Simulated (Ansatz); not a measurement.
# Settings and their price: random rock-salt alloy of CaS and PbS (64 atoms)

The cell holds 64 atoms: 20 Pb, 32 S and 12 Ca. Its edges and angles: a = 11.688 Å, b = 11.688 Å, c = 11.688 Å, α = 90.0°, β = 90.0°, γ = 90.0°. It derives from CaS and PbS. Rock-salt CaS, 2 x 2 x 2 conventional cells, 20 of 32 Ca sites given to Pb at random (x = 0.625), lattice by Vegard's rule (a = 5.844 Å); not relaxed, displaced by a Gaussian of 0.02 Å.

Geometry: as built.

Reference run: Kohn-Sham DFT, LDA, PAW (set soft_2), plane waves (Ansatz 0.2.0), cutoff 420 eV, k-mesh 3×3×3, gaussian smearing of 0.05 eV.

```
r.m.s. force component                           : 0.2447 eV/Å
pressure                                         : -2.301 GPa
gap (highest filled to lowest empty level) : 1.091 eV
SCF cycles                                       : 8
time                                             : 12 s on 1 × NVIDIA H100 80GB HBM3 with 5 threads of AMD EPYC 7R13 (Zen 3), shared host
```

**Question.** The cell is repeated and solved at Γ. How do error, time and memory go?
- plane waves, 64 atoms (1×1×1)
- support functions, 64 atoms (1×1×1)
- plane waves, 512 atoms (2×2×2)
- support functions, 512 atoms (2×2×2)
- support functions, 1728 atoms (3×3×3)

Differences are against the typed cell on a 3×3×3 mesh, which samples like Γ on 1728 atoms (r.m.s. force component 0.245 eV/Å, gap 1.09 eV). Every repeated cell is solved at Γ, and forces are averaged over the copies of each atom. Hardware: 1 × NVIDIA H100 80GB HBM3 with 5 threads of AMD EPYC 7R13 (Zen 3), shared host.

```tsv
atoms	repeats	basis	Δ force, r.m.s. (meV/Å)	Δ energy (meV/atom)	less plane waves of the same size (meV/atom)	gap (eV)	spread among copies (meV/Å)	SCF cycles	time	host memory (GiB)	planned on the GPU (GiB)
64	1×1×1	plane waves	72.8	69.3	-	-	-	8	2.6 s	1.1	4
64	1×1×1	support functions	72.9	68.6	-0.78	1.03	-	12	4.5 s	1.1	2.9
512	2×2×2	plane waves	7.99	7.31	-	-	0	7	24 s	2.7	60
512	2×2×2	support functions	7.98	6.53	-0.78	1.09	0.055	13	18 s	2.7	15
1728	3×3×3	support functions	0.566	-0.776	-	1.09	0.039	14	87 s	7.0	53
```

Repeating the cell at Γ samples more k-points: in plane waves the energy difference from the dense mesh goes from 69.3 meV/atom at 64 atoms to 7.31 at 512, and the force difference from 73 to 8.0 meV/Å. With plane waves, the time grows as the 1.1 power of the atom count between the two largest sizes, 64 and 512 atoms. The smaller run is short enough for fixed overheads to flatten this slope. With support functions, the time grows as the 1.3 power of the atom count between the two largest sizes, 512 and 1728 atoms. At equal size the support functions lie 0.78 meV/atom below plane waves, likely because their grid holds more waves than 420 eV; no run tests this. Support functions take 1.7 times the time of plane waves at 64 atoms and 0.73 times at 512, so the crossover lies within the series. Each time is a single run, so ratios and crossover are rough. The bases also began from different starting densities. At the largest size the support functions' forces differ from the reference by 0.23 % of the r.m.s. force, where they sample the same k-points.

[Logs are printed without paths, hosts, clocks, repeated set-up lines and the standing remarks that a program may print on its own settings, such as how far it seeks lower states.]

[Hosts, paths, dates, database ids (printed as entryN), source tags and the programs' standing remarks are cut or masked in the printed files.]
